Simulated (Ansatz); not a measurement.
# Static equation of state of H7C5SNO5 (P2_1/c) (152 atoms)

The cell holds 152 atoms: 56 H, 40 C, 8 S, 8 N and 40 O. Cell: a = 10.447 Å, b = 10.757 Å, c = 13.509 Å, α = 90.0°, β = 97.2°, γ = 90.1°. It derives from H7C5SNO5 (P2_1/c), repeated 1×1×2. The starting structure: H7C5SNO5, space group P2_1/c, structure from the Crystallography Open Database, 1 x 1 x 2 conventional cells; every coordinate displaced by a Gaussian of 0.03 Å; bonds to H set to neutron lengths (C-H 1.089, N-H 1.015, O-H 0.983, B-H 1.19 Å) where the listed ones are shorter.

Calculated with Ansatz 0.2.0: Kohn-Sham DFT, PBE+D3(BJ), PAW (set soft_2), plane waves; cutoff 420 eV, Γ point, fixed occupations. Cell and atoms were relaxed first, to V0 = 9.9094 Å³ an atom at a residual P0 = -0.013 GPa. The cell was then scaled evenly, and the atoms were relaxed at each volume.

| volume (Å³/atom) | pressure (GPa) |
| --- | --- |
| 8.9185 | 1.883 |
| 9.3149 | ? |
| 9.6121 | 0.3976 |
| 10.207 | -0.4057 |
| 10.504 | -0.5977 |

Task: Fit the third-order Birch–Murnaghan equation to the rows given and interpolate to the withheld row.

**Working.**

Take the Eulerian strain f = ½[(V0/V)^(2/3) − 1] and the normalised pressure F = (P − P0) / [3f(1 + 2f)^(5/2)]. The third-order Birch–Murnaghan equation is then the line F = B0 + (3/2)B0(B′ − 4) f, so u = f and v = F.

```
      u = f  v = F (GPa)
  0.0363828      14.5675
  0.0102570      12.6717
-0.00975676      14.1081
 -0.0190506      11.2824
```

With n = 4: mean u = 0.00445812, mean v = 13.1574, Σ(u − ū)² = 0.0018075, Σ(u − ū)(v − v̄) = 0.072765. Slope b = 0.072765 / 0.0018075 = 40.257; intercept a = v̄ − b ū = 12.978.

So B0 = a = 13.0 GPa and B′ = 4 + 2b/(3a) = 6.07. At the withheld volume f = 0.02106, F = a + b f = 13.83 GPa, and P = P0 + 3f(1 + 2f)^(5/2) F.

Prediction at 9.3149: 0.9556 GPa. The run gave 0.9756 GPa, so the fit is low by 0.020 GPa (2.0 % of the value).

The series isn't one smooth equation of state: even a line fitted to all rows, the withheld one included, misses F by up to 10.6 %. B0 and B′ are then only the numbers of this fit, not moduli of the material. Among the rows given, the largest miss of the fit is at 10.504, by 0.048 GPa (1.9 % of the range of the table).

Limits: Static cells at zero temperature; the cell shape is held. The program notes that the SCF threshold of these relaxations is loose for the stress. Only the Γ point is sampled, in a cell whose shortest periodic width is 10 Å.

[Logs are printed without paths, hosts, clocks, repeated set-up lines and the standing remarks that a program may print on its own settings, such as how far it seeks lower states.]

[Hosts, paths, dates, database ids (printed as entryN), source tags and the programs' standing remarks are cut or masked in the printed files.]
